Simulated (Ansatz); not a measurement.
**Dielectric function and optical constants of NaF (Villiaumite)**

What colour and refractive index does NaF (Villiaumite) have at this level of theory?

Main program and level: Ansatz 0.2.0; DFT, PBE, plane-wave PAW, default files, scalar-relativistic, independent-particle optical response without local fields.

### 1. Set-up

Symmetry: Fm-3m, No. 225, cubic system. The conventional cell has a = 4.640 Å, b = 4.640 Å, c = 4.640 Å, α = 90.00°, β = 90.00°, γ = 90.00°. Nearest to Na lie 6 F at 2.32 Å. F has 6 Na at 2.32 Å nearest. Farther neighbours, and contacts between anions beyond the nearest, are not listed.

### 2. Ground state and bands

First the ground state: is it a metal or has it a gap?

This step: DFT, PBE, plane-wave PAW, default files, scalar-relativistic, ground state (Ansatz 0.2.0).

File input.yaml:

```yaml
crystal:
  lattice:
    - [0.0, 2.32, 2.32]
    - [2.32, 0.0, 2.32]
    - [2.32, 2.32, 0.0]
  atoms:
    - { symbol: Na, position: [0.0, 0.0, 0.0] }
    - { symbol: F, position: [0.5, 0.5, 0.5] }
kpoints:
  mp_grid: { grid: [8, 8, 8] }
  band_path:
    path:
      - [[0.0, 0.0, 0.0], [0.5, 0.0, 0.5], [0.5, 0.25, 0.75], [0.375, 0.375, 0.75], [0.0, 0.0, 0.0], [0.5, 0.5, 0.5], [0.625, 0.25, 0.625], [0.5, 0.25, 0.75], [0.5, 0.5, 0.5], [0.375, 0.375, 0.75]]
      - [[0.625, 0.25, 0.625], [0.5, 0.0, 0.5]]
    npoints: 6
scf:
  occupations: { method: fermi_dirac, width: 0.05 }
  n_extra_bands: 6
hamiltonian:
  xc: pbe
  pseudopotentials: { kind: paw }
output:
  forces: true
  stress: true
  populations: true
  write_bands: true
  write_density: true
  write_potential: true
  elf: true
  volumetric_format: npy
```

Command:

```sh
> ansatz run input.yaml --threads 4 --pin off --max-ram 8192MiB --backend cpu --events-out ev --progress --plain --runs-dir out
```

Standard output:

```text
scf.n_extra_bands = 6 over 8 filled bands (N_el = 16.0): the run solves 14 bands
Engine: ansatz 0.2.0, x86_64-unknown-linux-gnu
Pseudopotentials: kind: paw
Pseudopotential: Na, paw, valence charge 9, recommended cutoff 420 eV (normal), Na.paw.azcp
Pseudopotential: F, paw, valence charge 7, recommended cutoff 420 eV (normal), F.paw.azcp
Functional definition: PBE
  parameter kappa = 0.804
  parameter beta = 0.066725
  exchange = pbe_x(kappa = kappa, mu = beta*pi^2/3)
  correlation = pbe_c(beta = beta)
Crystal: 2 atoms, lattice volume = 24.974 Å³
Basis set: ecut = 420 eV, 531 PW (Γ), exchange–correlation on 48×48×48 points (8 copies of the dense FFT grid, shifted against one another)
Bands: 14, of which v1, the nominal top of the filled ones, is band 8 counted from 1 (7 counted from 0)
Symmetry: 48 space group operations
Space group: Fm-3m (ITA 225), of the structure as read, at distance tolerance 2.9e-5 Å
k-points: 29 of 512
Non-local potential: Na, projectors of the file, l = 0: 3, l = 1: 2, l = 2: 1
Non-local potential: F, projectors of the file, l = 0: 2, l = 1: 2, l = 2: 1
PAW form: soft (Blöchl's): semilocal exchange-correlation on the pseudo side does not see the compensation charge
PAW one-centre angular grid: Na, 110 points (default); XC on 64 Gauss nodes
PAW one-centre angular grid: F, 110 points (default); XC on 64 Gauss nodes
Initial density: superposition of atomic densities (neutral atoms: chi_scale 0, normalization atom), corrected by the library's trained network
Initial wavefunctions: pseudopotential atomic-orbital guess
Functional: x = pbe(κ = 0.804, μ = 0.219515), c = pbe(β = 0.066725)
SCF iter   1: F=—  HF=-2297.425489 eV  |F-HF|=—  |Δ(HF+E_count)|=         —  Δρ=8.20e-4  dr2=1.14e-4  ethr=1.77e-3  ⟨swp⟩=5.2  Hψ=2159  notcnv=0
preconditioner: auto → none  [insulator: Δε(μ)=6.290 eV  Ē_g=28.850 eV  σ=0.050 eV  W_gap=1.00  n_scr=8 (ndim 8)  ℏωp=27.8 eV  f_vac=0.108  D(μ)=0.00/eV (n_scr^D=0)  ε∞_Penn≈1.9]
SCF iter   2: F=—  HF=-2297.425257 eV  |F-HF|=—  |Δ(HF+E_count)|=   2.32e-4  Δρ=1.16e-3  dr2=1.90e-4  ethr=7.13e-7  ⟨swp⟩=2.3  Hψ=889  notcnv=0  defer=18
SCF iter   3: F=—  HF=-2297.425219 eV  |F-HF|=—  |Δ(HF+E_count)|=   3.79e-5  Δρ=3.96e-4  dr2=1.92e-5  ethr=7.13e-7  ⟨swp⟩=2.0  Hψ=444  notcnv=0  defer=18
SCF iter   4: F=—  HF=-2297.425194 eV  |F-HF|=—  |Δ(HF+E_count)|=   2.49e-5  Δρ=5.07e-5  dr2=2.65e-7  ethr=1.20e-7  ⟨swp⟩=3.0  Hψ=591  notcnv=0  defer=18
SCF iter   5: F=—  HF=-2297.425195 eV  |F-HF|=—  |Δ(HF+E_count)|=   1.28e-6  Δρ=5.78e-5  dr2=5.52e-7  ethr=1.66e-9  ⟨swp⟩=2.0  Hψ=566  notcnv=0  defer=18
SCF iter   6: F=-2297.425195 eV  HF=-2297.425195 eV  |F-HF|=5.18e-8  |Δ(HF+E_count)|=   1.48e-7  Δρ=1.85e-5  dr2=5.77e-8  ethr=6.25e-10  ⟨swp⟩=7.9  Hψ=2259  notcnv=0
SCF 1 converged in 6 iterations: F = -2297.425195 eV  dr2 = 5.77e-8
  greatest PAW one-centre occupation: 0.999 electrons in one spin orbital (limit 2), on the Na atom at site 0 (counted from 0), in its partial waves of l = 0
NSCF: frozen V_eff on 62 k-points
SCF converged after 6 iterations
Free energy (F): -2297.425195 eV
Harris-Foulkes:  -2297.425195 eV  (|F-HF|=5.18e-8)
Internal energy: -2297.425195 eV  (E = F + TS)
E sigma→0 (E₀):  -2297.425195 eV
Fermi energy:    4.217376 eV
--- Per-component energies (eV) ---
  E_band       = -233.990264
  E_kinetic    = 329.230387
  E_local      = -1695.166846  (includes V_loc(G=0)·N_el)
  E_nonlocal   = 188.694113
  E_hartree    = 601.563966
  E_xc         = -120.200465
  E_vxc        = -154.184336  (∫ρ·V_xc dr)
  E_paw        = -463.637461  (= ΣΔE_a)
  E_vpaw       = -105.685935  (= ΣTr[D̂ρ^β])
  E_aug_tail   = 0.002013  (compensation charges beyond the density's cutoff)
  E_ewald      = -1137.910901
  E_smearing   = -0.000000  (= −TS)
  E_closure    = -0.000000  (closes the sum)
  Σ components = -2297.425195   (vs F -2297.425195, Δ=0.00e0)
--- Forces (eV/Å), atoms counted from 1 ---
  atom   1  Na    -0.00000000    -0.00000000    -0.00000000
  atom   2  F      0.00000000    -0.00000000    -0.00000000
  max |Σ_I F_I| component: 3.54e-29 eV/Å
--- Stress (GPa, compression-positive) ---
        1.921512       0.000000       0.000000
       -0.000000       1.921512       0.000000
        0.000000      -0.000000       1.921512
  P = ⅓ Tr σ = 1.9215 GPa (19.215 kbar)
--- Band table (eV; the first three rows and the last of 29) ---
  k-point 0: bands = [... 4 lower, -17.9650, 0.9907, 0.9907, 0.9907, 7.2856, 19.9515, 19.9515, 19.9515, ... 2 higher]
  k-point 1: bands = [... 4 lower, -17.7352, 0.6990, 0.9535, 0.9535, 7.8289, 18.2204, 20.1870, 20.1870, ... 2 higher]
  k-point 2: bands = [... 4 lower, -17.4603, 0.1044, 0.8646, 0.8646, 9.1430, 16.1290, 20.7038, 20.7038, ... 2 higher]
  k-point 28: bands = [... 4 lower, -17.4933, 0.1251, 0.1251, 0.4254, 14.1919, 14.1919, 16.1699, 17.8235, ... 2 higher]
--- Löwdin populations: 2 sites ---
  site symbol       q [e]
     0     Na      8.2051
     1      F      7.7500
  spilling = 0.002808 (of n_electrons = 16.000000)
```

The job ended after 1.6 s (4 threads of Intel Xeon Platinum 8488C (Sapphire Rapids), shared host; peak memory 0.33 GiB).

Reading the cycles: dr2 is the Hartree energy of the density residual (eV), the measure of convergence; HF is the Harris–Foulkes estimate of the energy, which meets the free energy F at convergence.

Read-outs:

```
free energy                  : -2297.4252 eV
Fermi energy                 : 4.217 eV
gap by band count            : 6.295 eV
electrons                    : 16
symmetry operations          : 48
pressure                     : 1.922 GPa
gap on the k-mesh            : 6.295 eV
volume                       : 24.97 Å³
gap on the path              : 6.295 eV
least direct gap on the path : 6.295 eV
```

There is a gap, 6.29 eV on the path, so no carriers' term is needed. The cell is left with a pressure of 1.9 GPa, as it stands unrelaxed at this level.

The electronic bands at the labelled points (eV, zero at the Fermi level; v1 is the highest filled band, c1 the lowest empty one):

| point | v3 | v2 | v1 | c1 | c2 | c3 | c4 |
| --- | --- | --- | --- | --- | --- | --- | --- |
| Γ | -3.23 | -3.23 | -3.23 | 3.07 | 15.73 | 15.73 | 15.73 |
| halfway | -4.12 | -3.44 | -3.44 | 5.49 | 11.78 | 15.85 | 16.14 |
| X | -4.49 | -3.63 | -3.63 | 9.90 | 10.08 | 10.36 | 16.49 |
| halfway | -4.38 | -3.77 | -3.71 | 9.92 | 10.04 | 10.94 | 15.12 |
| W | -4.09 | -4.09 | -3.79 | 9.97 | 9.97 | 11.95 | 13.61 |
| halfway | -4.23 | -4.04 | -3.68 | 9.76 | 9.97 | 11.68 | 14.55 |
| K | -4.28 | -4.05 | -3.59 | 9.59 | 9.98 | 11.46 | 16.11 |
| halfway | -4.23 | -3.55 | -3.39 | 5.69 | 11.49 | 14.99 | 17.68 |
| Γ | -3.23 | -3.23 | -3.23 | 3.07 | 15.73 | 15.73 | 15.73 |
| halfway | -4.11 | -3.35 | -3.35 | 4.93 | 11.91 | 16.49 | 16.49 |
| L | -4.80 | -3.48 | -3.48 | 7.54 | 9.22 | 16.85 | 16.85 |
| halfway | -4.58 | -3.75 | -3.52 | 8.31 | 9.41 | 14.18 | 16.75 |
| U | -4.28 | -4.05 | -3.59 | 9.59 | 9.98 | 11.46 | 16.11 |
| halfway | -4.23 | -4.04 | -3.68 | 9.76 | 9.97 | 11.68 | 14.55 |
| W | -4.09 | -4.09 | -3.79 | 9.97 | 9.97 | 11.95 | 13.61 |
| halfway | -4.52 | -3.80 | -3.56 | 8.54 | 9.47 | 13.87 | 15.70 |
| L | -4.80 | -3.48 | -3.48 | 7.54 | 9.22 | 16.85 | 16.85 |
| halfway | -4.58 | -3.75 | -3.52 | 8.31 | 9.41 | 14.18 | 16.75 |
| K | -4.28 | -4.05 | -3.59 | 9.59 | 9.98 | 11.46 | 16.11 |
| jump to U | -4.28 | -4.05 | -3.59 | 9.59 | 9.98 | 11.46 | 16.11 |
| halfway | -4.43 | -3.76 | -3.62 | 9.91 | 10.03 | 10.66 | 16.15 |
| X | -4.49 | -3.63 | -3.63 | 9.90 | 10.08 | 10.36 | 16.49 |

The electronic bands as a text plot (rows in eV, shown from -4.8 to 9.1 only):

```
    8.8 |                 +                  +       +      +
    8.2 |       +                           +         +    +
    7.6 |                                +++           ++++
    7.0 |     ++           ++           +
    6.5 |
    5.9 |                    ++        +
    5.3 |    +
    4.7 |                             +
    4.2 |  ++                  +    ++
    3.6 | +                     ++ +
    3.0 |+                        +
    2.4 |
    1.8 |
    1.3 |
    0.7 |
    0.1 |
   -0.5 |
   -1.0 |
   -1.6 |
   -2.2 |
   -2.8 |
   -3.4 |**********     *************************   *************
   -3.9 |  ***    ***********  *    ***     **********     ******
   -4.5 |     *******  ********        **********   *************
         Γ       X    W  K        Γ      L     U  W     L   K|U X
```

Valence density in the ac plane of the conventional cell at fractional y = 0.000, with atoms of Na and F within 0.2 Å of it. It is the smooth field of the valence electrons, not physical close to the nuclei.

Ten even steps from '0' (0 e/Å³) to '9' (18 e/Å³), each cell a mean:
```
73000135200015
10000011000001
00000000000000
00000000000000
00000000000000
21000034100002
62000179400015
52000157300013
10000011000001
00000000000000
00000000000000
00000000000000
41000022100003
94000156200017
```

ELF in the ac plane of the conventional cell at fractional y = 0.000, with atoms of Na and F within 0.2 Å of it. It is the smooth field of the valence electrons, not physical close to the nuclei.

Values, 14 rows by 14 columns, each cell a mean:
```
0.42 0.58 0.31 0.06 0.52 0.79 0.72 0.66 0.79 0.72 0.24 0.10 0.52 0.49
0.55 0.44 0.11 0.05 0.41 0.71 0.79 0.80 0.77 0.60 0.17 0.04 0.29 0.52
0.11 0.06 0.02 0.03 0.17 0.41 0.52 0.54 0.47 0.29 0.06 0.01 0.04 0.10
0.26 0.22 0.13 0.04 0.03 0.05 0.06 0.07 0.06 0.03 0.02 0.06 0.17 0.24
0.74 0.67 0.47 0.13 0.02 0.11 0.31 0.34 0.23 0.05 0.03 0.29 0.60 0.72
0.76 0.79 0.67 0.22 0.06 0.44 0.58 0.54 0.56 0.23 0.06 0.47 0.77 0.79
0.55 0.76 0.74 0.26 0.11 0.55 0.42 0.29 0.54 0.34 0.07 0.54 0.80 0.66
0.66 0.79 0.72 0.24 0.10 0.52 0.49 0.42 0.58 0.31 0.06 0.52 0.79 0.72
0.80 0.77 0.60 0.17 0.04 0.29 0.52 0.55 0.44 0.11 0.05 0.41 0.71 0.79
0.54 0.47 0.29 0.06 0.01 0.04 0.10 0.11 0.06 0.02 0.03 0.17 0.41 0.52
0.07 0.06 0.03 0.02 0.06 0.17 0.24 0.26 0.22 0.13 0.04 0.03 0.05 0.06
0.34 0.23 0.05 0.03 0.29 0.60 0.72 0.74 0.67 0.47 0.13 0.02 0.11 0.31
0.54 0.56 0.23 0.06 0.47 0.77 0.79 0.76 0.79 0.67 0.22 0.06 0.44 0.58
0.29 0.54 0.34 0.07 0.54 0.80 0.66 0.55 0.76 0.74 0.26 0.11 0.55 0.42
```

### 3. Spectrum

The spectrum is a sum over vertical transitions between filled and empty bands at the fixed density, so many empty bands are needed.

This step: DFT, PBE, plane-wave PAW, default files, scalar-relativistic, independent-particle optical response without local fields (Ansatz 0.2.0).

input.yaml, the sections that differ from step 2:

```yaml
kpoints:
  mp_grid: { grid: [8, 8, 8] }
scf:
  occupations: { method: fixed }
output:
  optics:
    e_range: [0, 22]
    de: 0.05
    sigma: 0.2
    nscf_kmesh: { grid: [14, 14, 14] }
    bands: { spectra_wanted_up_to: 22 }
# crystal, hamiltonian: as in step 2
```

Standard output:

```text
[...]
Crystal: 2 atoms, lattice volume = 24.974 Å³
Basis set: ecut = 420 eV, 531 PW (Γ)
Bands: 12, of which v1, the nominal top of the filled ones, is band 8 counted from 1 (7 counted from 0)
Symmetry: 48 space group operations
[...]
k-points: 29 of 512
[...]
SCF iter   1: F=—  HF=-2297.425620 eV  |F-HF|=—  |Δ(HF+E_count)|=         —  Δρ=7.36e-4  dr2=8.86e-5  ethr=1.77e-3  ⟨swp⟩=4.8  Hψ=1707  notcnv=0  defer=53
[...]
SCF iter   9: F=-2297.425309 eV  HF=-2297.425309 eV  |F-HF|=5.46e-12  |Δ(HF+E_count)|=  2.59e-11  Δρ=1.81e-7  dr2=5.68e-12  ethr=1.00e-12  ⟨swp⟩=3.9  Hψ=1136  notcnv=0
SCF 1 converged in 9 iterations: F = -2297.425309 eV  dr2 = 5.68e-12
[...]
NSCF: frozen V_eff on 104 k-points
[...]
output.optics: what the bands over the 22 summed would add to eps1, eps2 and the energy-loss function is held between a lower and an upper bound (6 Lanczos steps). eps1, eps2 and their loss function (loss_summed_bands) are given on every row as the summed bands alone make them. Along an axis, on a row where the two bounds hold the loss function to about 1 % of the greater of itself and 0.5 % of |1/eps|, its cell (loss_completed) is given, with the completed eps1 and eps2 that it is formed of (a cell that is left empty reads nan in the table and null in the record). The two bounds hold it so along every axis on all 441 rows up to 22.000 eV. [rest of the remark cut]
SCF converged after 9 iterations
Free energy (F): -2297.425309 eV
[...]
Internal energy: -2297.425309 eV  (E = F + TS)
E sigma→0 (E₀):  -2297.425309 eV
Fermi energy:    0.991487 eV
[...]
--- Band table (eV; the first three rows and the last of 29) ---
  k-point 0: bands = [... 4 lower, -17.9655, 0.9915, 0.9915, 0.9915, 7.2861, 19.9519, 19.9519, 19.9519]
  k-point 1: bands = [... 4 lower, -17.7352, 0.6998, 0.9544, 0.9544, 7.8294, 18.2208, 20.1875, 20.1875]
  k-point 2: bands = [... 4 lower, -17.4602, 0.1052, 0.8654, 0.8654, 9.1435, 16.1294, 20.7043, 20.7043]
  k-point 28: bands = [... 4 lower, -17.4931, 0.1259, 0.1259, 0.4263, 14.1923, 14.1923, 16.1704, 17.8242]
```

It took 3.1 s on 4 threads; peak memory 0.55 GiB.

Read from the output:

```
electronic dielectric constant ε∞, mean of the axes                                   : 1.910
absorption onset, first axis (α over 10⁴ cm⁻¹, or the direct gap if that lies higher) : 6.295 eV
main peak of Im epsilon, first axis                                                   : 13.85 eV
least direct gap on the mesh                                                          : 6.295 eV
bands summed                                                                          : 22
spectra valid up to                                                                   : 36.45 eV
program's estimate of the k-sum error in Im epsilon                                   : 0.06 %
electrons in the f-sum                                                                : 6.297
```

Table of Im ε, any direction by photon energy; read off at these points:

photon energy (eV), Im ε, any direction and a bar:
```
     5.50       0.00 
     6.00       0.00 
     6.50       0.29 ####
     7.00       0.51 ######
     7.50       0.61 ########
     8.00       0.68 ########
     8.50       0.72 #########
     9.00       0.75 #########
     9.50       0.79 ##########
    10.00       0.83 ##########
    10.50       0.91 ###########
    11.00       1.13 ##############
    11.10       1.16 ##############
    11.50       1.03 #############
    12.00       0.84 ##########
    12.50       0.71 #########
    13.00       0.66 ########
    13.50       1.21 ###############
    13.85       2.42 ##############################
    14.00       2.16 ###########################
    14.50       1.16 ##############
    15.00       0.90 ###########
    15.50       0.81 ##########
    16.00       0.86 ###########
    16.50       0.83 ##########
    17.00       0.76 #########
    17.50       0.72 #########
    18.00       0.71 #########
    18.50       0.72 #########
    19.00       1.00 ############
    19.50       1.16 ##############
    20.00       1.27 ################
    20.20       1.34 #################
    20.50       0.97 ############
    21.00       0.46 ######
    21.50       0.47 ######
    22.00       0.45 ######
```

Table of Re ε, any direction by photon energy:

photon energy (eV), Re ε, any direction and a bar from the least value:
```
        0       1.91 ######################
        1       1.92 ######################
        2       1.93 ######################
        3       1.96 #######################
        4       2.02 #######################
        5       2.11 #########################
        6       2.34 #############################
        7       2.43 ##############################
        8       2.23 ###########################
        9       2.12 #########################
       10       2.05 ########################
       11       1.94 ######################
       12       1.60 #################
       13       2.00 #######################
       14       1.09 ########
       15       1.01 #######
       16       1.20 ##########
       17       1.13 #########
       18       1.22 ###########
       19       1.49 ###############
       20       0.92 ######
       21       0.57 
       22       0.83 ####
```

The reflectivity at normal incidence, any direction by photon energy; read off at these points:

photon energy (eV), reflectivity at normal incidence, any direction (%) and a bar from the least value:
```
     0.00        2.6 ###
     0.50        2.6 ###
     1.00        2.6 ###
     1.50        2.6 ###
     2.00        2.7 ###
     2.50        2.7 ###
     3.00        2.8 ###
     3.50        2.9 ###
     4.00        3.0 ####
     4.50        3.2 ####
     5.00        3.4 #####
     5.50        3.7 ######
     6.00        4.4 #######
     6.50        5.4 ##########
     7.00        5.3 ##########
     7.50        5.1 #########
     8.00        4.9 #########
     8.50        4.8 ########
     9.00        4.7 ########
     9.50        4.7 ########
    10.00        4.8 ########
    10.50        5.0 #########
    11.00        5.7 ###########
    11.50        4.7 ########
    12.00        3.6 #####
    12.50        3.2 ####
    13.00        4.0 ######
    13.50        7.9 ################
    13.90       13.0 ##############################
    14.00       12.7 #############################
    14.50        6.7 #############
    15.00        3.9 ######
    15.50        3.1 ####
    16.00        3.4 #####
    16.50        3.3 ####
    17.00        2.8 ###
    17.50        2.5 ###
    18.00        2.5 ##
    18.50        2.6 ###
    19.00        4.3 #######
    19.50        5.4 ##########
    20.00        7.0 ##############
    20.50       11.2 #########################
    21.00        3.6 #####
    21.50        1.9 #
    22.00        1.6
```

The loss function −Im 1/ε at q → 0, any direction has structure finer than the step of the table below, so its rows give means over 0.5 eV. Peaks (eV: height): 14.45: 0.573, 20.70: 1.19.

Loss function −Im 1/ε at q → 0, any direction against energy loss; means over each step:

| energy loss (eV) | loss function −Im 1/ε at q → 0, any direction |
| --- | --- |
| 5.5 | 0 |
| 6.0 | 0.00223 |
| 6.5 | 0.0416 |
| 7.0 | 0.0827 |
| 7.5 | 0.106 |
| 8.0 | 0.124 |
| 8.5 | 0.138 |
| 9.0 | 0.149 |
| 9.5 | 0.160 |
| 10.0 | 0.170 |
| 10.5 | 0.183 |
| 11.0 | 0.226 |
| 11.5 | 0.275 |
| 12.0 | 0.257 |
| 12.5 | 0.209 |
| 13.0 | 0.152 |
| 13.5 | 0.158 |
| 14.0 | 0.370 |
| 14.5 | 0.557 |
| 15.0 | 0.494 |
| 15.5 | 0.419 |
| 16.0 | 0.397 |
| 16.5 | 0.423 |
| 17.0 | 0.410 |
| 17.5 | 0.378 |
| 18.0 | 0.354 |
| 18.5 | 0.320 |
| 19.0 | 0.323 |
| 19.5 | 0.433 |
| 20.0 | 0.525 |
| 20.5 | 0.939 |
| 21.0 | 0.883 |
| 21.5 | 0.577 |

Values under 1 per cm are given as 1. Table of absorption coefficient, any direction by photon energy:

| photon energy (eV) | absorption coefficient, any direction (1/cm) |
| --- | --- |
| 0.00 | 1 |
| 1.00 | 1 |
| 2.00 | 1 |
| 3.00 | 1 |
| 4.00 | 1 |
| 5.00 | 1 |
| 6.00 | 522 |
| 7.00 | 1.2e5 |
| 8.00 | 1.8e5 |
| 9.00 | 2.3e5 |
| 10.00 | 2.9e5 |
| 11.00 | 4.4e5 |
| 12.00 | 3.9e5 |
| 13.00 | 3.1e5 |
| 14.00 | 1.2e6 |
| 15.00 | 6.3e5 |
| 16.00 | 6.0e5 |
| 17.00 | 5.9e5 |
| 18.00 | 5.6e5 |
| 19.00 | 7.5e5 |
| 20.00 | 1.2e6 |
| 21.00 | 6.1e5 |
| 22.00 | 5.3e5 |

[end of part 1 of 2]

[Long decimals in the printed logs are rounded to 6 places.]

[Logs are printed without paths, hosts, clocks, repeated set-up lines and the standing remarks that a program may print on its own settings, such as how far it seeks lower states.]

[Hosts, paths, dates, database ids (printed as entryN), source tags and the programs' standing remarks are cut or masked in the printed files.]

[Where the starting crystal was built by hand or by swapping elements, it need not be the compound's stable phase.]

[The count of steps not shown may lack steps that the program refused or didn't finish.]
